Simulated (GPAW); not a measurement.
## How the form of the self-energy moves the gap of Cl (Cmce)

Aim: compare treatments of exchange, screening and correlation for the gap of Cl (Cmce).

Main program and level: GPAW 26.7.0; PBE and many-body steps on it, plane waves.

Most raw output is cut from this account.

### 1. The structure

The structure is orthorhombic, space group Cmce (No. 64). The conventional cell has a = 6.290 Å, b = 4.500 Å, c = 8.210 Å, α = 90.00°, β = 90.00°, γ = 90.00°. Cl has 1 Cl at 2.02 Å nearest.

As a file:

```cif
data_structure
_symmetry_space_group_name_H-M 'P 1'
_symmetry_Int_Tables_number 1
_cell_length_a 3.8670
_cell_length_b 3.8670
_cell_length_c 8.2100
_cell_angle_alpha 90.000
_cell_angle_beta 90.000
_cell_angle_gamma 71.161
_cell_volume 116.19
loop_
_atom_site_label
_atom_site_type_symbol
_atom_site_fract_x
_atom_site_fract_y
_atom_site_fract_z
_atom_site_occupancy
Cl1 Cl 0.87000 0.13000 0.10000 1
Cl2 Cl 0.63000 0.37000 0.60000 1
Cl3 Cl 0.13000 0.87000 0.90000 1
Cl4 Cl 0.37000 0.63000 0.40000 1
```

The cell and positions come from the Crystallography Open Database and are kept as given unless a step says otherwise.

### 2. Empty states on the mesh, 4×4×2 mesh, 198 bands

This step: GPAW 26.7.0; DFT, PBE, plane waves, PAW.

The sums over transitions need many empty states on a uniform mesh; this step solves for them.

Contents of run.py:

```python
import json
import numpy as np
from gpaw.mpi import world
from gpaw import GPAW

calc = GPAW('gs.gpw').fixed_density(kpts={'size': (4, 4, 2), 'gamma': True},
    parallel={'domain': 1, 'band': 1},
    txt='nscf.txt')
calc.diagonalize_full_hamiltonian(nbands=198)
calc.write('full.gpw', mode='all')
res = {}
kpts = calc.get_ibz_k_points()
res['kpts'] = kpts
res['eigenvalues'] = [calc.get_eigenvalues(kpt=k) for k in range(len(kpts))]
res['n_electrons'] = calc.get_number_of_electrons()

if world.rank == 0:
    with open('result.json', 'w') as f:
        json.dump(res, f, default=lambda x: x.tolist())
```

Launch:

```sh
> mpirun -n 4 gpaw python run.py
```

Elapsed: 67 s, on 4 MPI ranks of Arm Neoverse V1, shared host; peak memory 2.7 GiB; 4.5 min of CPU time.

Numbers from this step:

```
gap                                                           : 2.490 eV
k of the valence top                                          : 0.5, 0.5, 0
k of the conduction bottom                                    : 0, 0, 0
least direct gap                                              : 2.547 eV
k points computed                                             : 14
lowest point of the top converged band, above the valence top : 74.4496 eV
```

On this mesh the gap is 2.490 eV.

### 3. G0W0, Godby-Needs plasmon pole

G0W0 replaces the xc potential by the self-energy, built once from these orbitals. Only a window of levels is corrected, while the sums run over the empty bands that the input names.

This step: G0W0 on PBE, plane waves, PAW.

Contents of run.py:

```python
import json
import numpy as np
from gpaw.mpi import world
from gpaw.response.g0w0 import G0W0

gw = G0W0('full.gpw',
    filename='gw',
    kpts=[0, 12],
    bands=(12, 16),
    ecut=48,
    nbands=87,
    integrate_gamma='WS',
    ppa=True)
gw.calculate()
res = {mode: {k: v for k, v in r.items() if k != 'sigma_eskwn'}
       for mode, r in gw.all_results.items()}

if world.rank == 0:
    with open('result.json', 'w') as f:
        json.dump(res, f, default=lambda x: x.tolist())
```

Launch:

```sh
> mpirun -n 4 gpaw python run.py
```

The job ended after 28 s (4 MPI ranks; peak memory 0.97 GiB; 1.9 min of CPU time).

This step gave:

```yaml
g0w0_gap_on_the_points_computed: 5.640 eV
least_direct_g0w0_gap_on_the_computed_points: 5.692 eV
z_at_the_valence_top: 0.8086
z_at_the_conduction_bottom: 0.8154
starting_gap_on_the_mesh: 2.490 eV
k_of_the_valence_top: 0.5, 0.5, 0
k_of_the_conduction_bottom: 0, 0, 0
```

The gap on the mesh goes from 2.49 eV to 5.64 eV, a correction of +3.15 eV.

### 4. One-shot HSE06

This step: one-shot HSE06 levels on PBE orbitals, plane waves, PAW.

Contents of run.py:

```python
import json
import numpy as np
from gpaw.mpi import world
from gpaw.hybrids.eigenvalues import non_self_consistent_eigenvalues

dft, vxc, vxc_hyb = non_self_consistent_eigenvalues('full.gpw', 'HSE06', 12, 16, kpt_indices=[0, 12])
res = {'dft': dft[0], 'hybrid': (dft - vxc + vxc_hyb)[0]}
if world.rank == 0:
    with open('hybrid.txt', 'w') as f:
        for k, e0, e1 in zip([0, 12], res['dft'], res['hybrid']):
            print(k, ' '.join(f'{x:9.4f}' for x in e0), '|', ' '.join(f'{x:9.4f}' for x in e1), file=f)

if world.rank == 0:
    with open('result.json', 'w') as f:
        json.dump(res, f, default=lambda x: x.tolist())
```

Launch:

```sh
> mpirun -n 4 gpaw python run.py
```

The job ended after 3.4 s (4 MPI ranks; peak memory 0.47 GiB).

Numbers from this step:

| Property | Result |
| --- | --- |
| starting gap on the mesh | 2.490 eV |
| hybrid gap on the mesh | 4.107 eV |
| least direct hybrid gap on the computed points | 4.171 eV |

### 5. G0W0, extrapolated in the cutoff

This step: G0W0 on PBE, plane waves, PAW.

Contents of run.py:

```python
import json
import numpy as np
from gpaw.mpi import world
from gpaw.response.g0w0 import G0W0

gw = G0W0('full.gpw',
    filename='gw',
    kpts=[0, 12],
    bands=(12, 16),
    ecut=80.0,
    integrate_gamma='WS',
    ppa=True,
    ecut_extrapolation=True)
gw.calculate()
res = {mode: {k: v for k, v in r.items() if k != 'sigma_eskwn'}
       for mode, r in gw.all_results.items()}

if world.rank == 0:
    with open('result.json', 'w') as f:
        json.dump(res, f, default=lambda x: x.tolist())
```

Launch:

```sh
> mpirun -n 4 gpaw python run.py
```

Elapsed: 98 s, on 4 MPI ranks; peak memory 1.1 GiB.

This step gave:

| Quantity | Value |
| --- | --- |
| quasiparticle gap on the points computed | 5.744 eV |
| least direct quasiparticle gap on the computed points | 5.791 eV |
| Z at the valence top | 0.7976 |
| Z at the conduction bottom | 0.7984 |
| starting gap on the mesh | 2.490 eV |
| k of the valence top | 0.5, 0.5, 0 |
| k of the conduction bottom | 0, 0, 0 |
| gaps at the cutoffs of the extrapolation | 5.653, 5.663, 5.671 eV |

Against G0W0 in GPAW (4×4×2 mesh, 87 bands, screening to 48 eV, Godby-Needs plasmon pole), the gap moves by +0.104 eV.

### 6. One-shot PBE0

This step: one-shot PBE0 levels on PBE orbitals, plane waves, PAW.

Contents of run.py:

```python
import json
import numpy as np
from gpaw.mpi import world
from gpaw.hybrids.eigenvalues import non_self_consistent_eigenvalues

dft, vxc, vxc_hyb = non_self_consistent_eigenvalues('full.gpw', 'PBE0', 12, 16, kpt_indices=[0, 12])
res = {'dft': dft[0], 'hybrid': (dft - vxc + vxc_hyb)[0]}
if world.rank == 0:
    with open('hybrid.txt', 'w') as f:
        for k, e0, e1 in zip([0, 12], res['dft'], res['hybrid']):
            print(k, ' '.join(f'{x:9.4f}' for x in e0), '|', ' '.join(f'{x:9.4f}' for x in e1), file=f)

if world.rank == 0:
    with open('result.json', 'w') as f:
        json.dump(res, f, default=lambda x: x.tolist())
```

Launch:

```sh
> mpirun -n 4 gpaw python run.py
```

Elapsed: 3.3 s, on 4 MPI ranks; peak memory 0.48 GiB.

This step gave:

* starting gap on the mesh: 2.490 eV
* hybrid gap on the mesh: 4.891 eV
* least direct hybrid gap on the computed points: 4.953 eV

### 7. G0W0, full frequency, Hilbert transform

This step: G0W0 on PBE, plane waves, PAW.

Contents of run.py:

```python
import json
import numpy as np
from gpaw.mpi import world
from gpaw.response.g0w0 import G0W0

gw = G0W0('full.gpw',
    filename='gw',
    kpts=[0, 12],
    bands=(12, 16),
    ecut=48,
    nbands=87,
    integrate_gamma='WS',
    frequencies={'type': 'nonlinear', 'domega0': 0.1, 'omega2': 15.0},
    eta=0.1,
    nblocksmax=True)
gw.calculate()
res = {mode: {k: v for k, v in r.items() if k != 'sigma_eskwn'}
       for mode, r in gw.all_results.items()}

if world.rank == 0:
    with open('result.json', 'w') as f:
        json.dump(res, f, default=lambda x: x.tolist())
```

Launch:

```sh
> mpirun -n 4 gpaw python run.py
```

The job ended after 44 s (4 MPI ranks; peak memory 1.1 GiB; 3 min of CPU time).

Numbers from this step:

- G0W0 gap on the points computed: 5.414 eV
- least direct G0W0 gap on the computed points: 5.455 eV
- starting gap on the mesh: 2.490 eV
- k of the valence top: 0.5, 0.5, 0
- k of the conduction bottom: 0, 0, 0

Against G0W0 in GPAW (4×4×2 mesh, 87 bands, screening to 48 eV, Godby-Needs plasmon pole), the gap moves by −0.227 eV.

### 8. The runs together

Times are wall times on 4 MPI ranks of Arm Neoverse V1, shared host, good to a factor of about two.

```csv
run,mesh,bands,screening cutoff (eV),DFT gap (eV),gap on the mesh (eV),direct (eV),time
"G0W0, Godby-Needs plasmon pole",4×4×2,87,48,2.490,5.640,5.692,28 s
one-shot HSE06,4×4×2,-,-,2.490,4.107,4.171,3.4 s
"G0W0, extrapolated in the cutoff",4×4×2,-,80,2.490,5.744,5.791,98 s
one-shot PBE0,4×4×2,-,-,2.490,4.891,4.953,3.3 s
"G0W0, full frequency, Hilbert transform",4×4×2,87,48,2.490,5.414,5.455,44 s
```

### 9. What came out

* G0W0, Godby-Needs plasmon pole: 5.640 eV
* one-shot HSE06: 4.107 eV
* G0W0, extrapolated in the cutoff: 5.744 eV
* one-shot PBE0: 4.891 eV
* G0W0, full frequency, Hilbert transform: 5.414 eV
* known limits: not at the basis limit; coarse k mesh

One-shot HSE06: −1.533 eV against G0W0, Godby-Needs plasmon pole. G0W0, extrapolated in the cutoff: +0.104 eV against G0W0, Godby-Needs plasmon pole, at other bands or cutoff, so not like for like. One-shot PBE0: −0.749 eV against G0W0, Godby-Needs plasmon pole. G0W0, full frequency, Hilbert transform: −0.227 eV against G0W0, Godby-Needs plasmon pole. One-shot hybrid levels are evaluated on the PBE orbitals. Bands and cutoff are finite, so the gap is not at the basis limit. The miss can reach some tenths of an eV and take either sign; the mesh is an error of its own. These stock PAW sets were not made for GW. In the G0W0 runs levels were corrected at 2 k points alone, so a gap called «on the mesh» is the least over those, and an edge elsewhere would be missed. The 4×4×2 mesh is coarse for this cell, which bears on the long-range parts of exchange and screening.

[Paths, hosts, dates, memory and timing lines, banners, echoed tables and standing remarks are left out of the program output.]

[Logs are printed without paths, hosts, clocks, repeated set-up lines and the standing remarks that a program may print on its own settings, such as how far it seeks lower states.]

[Runs of the session that timed out or met a known fault of the program may be left out.]

[Hosts, paths, dates, database ids (printed as entryN), source tags and the programs' standing remarks are cut or masked in the printed files.]
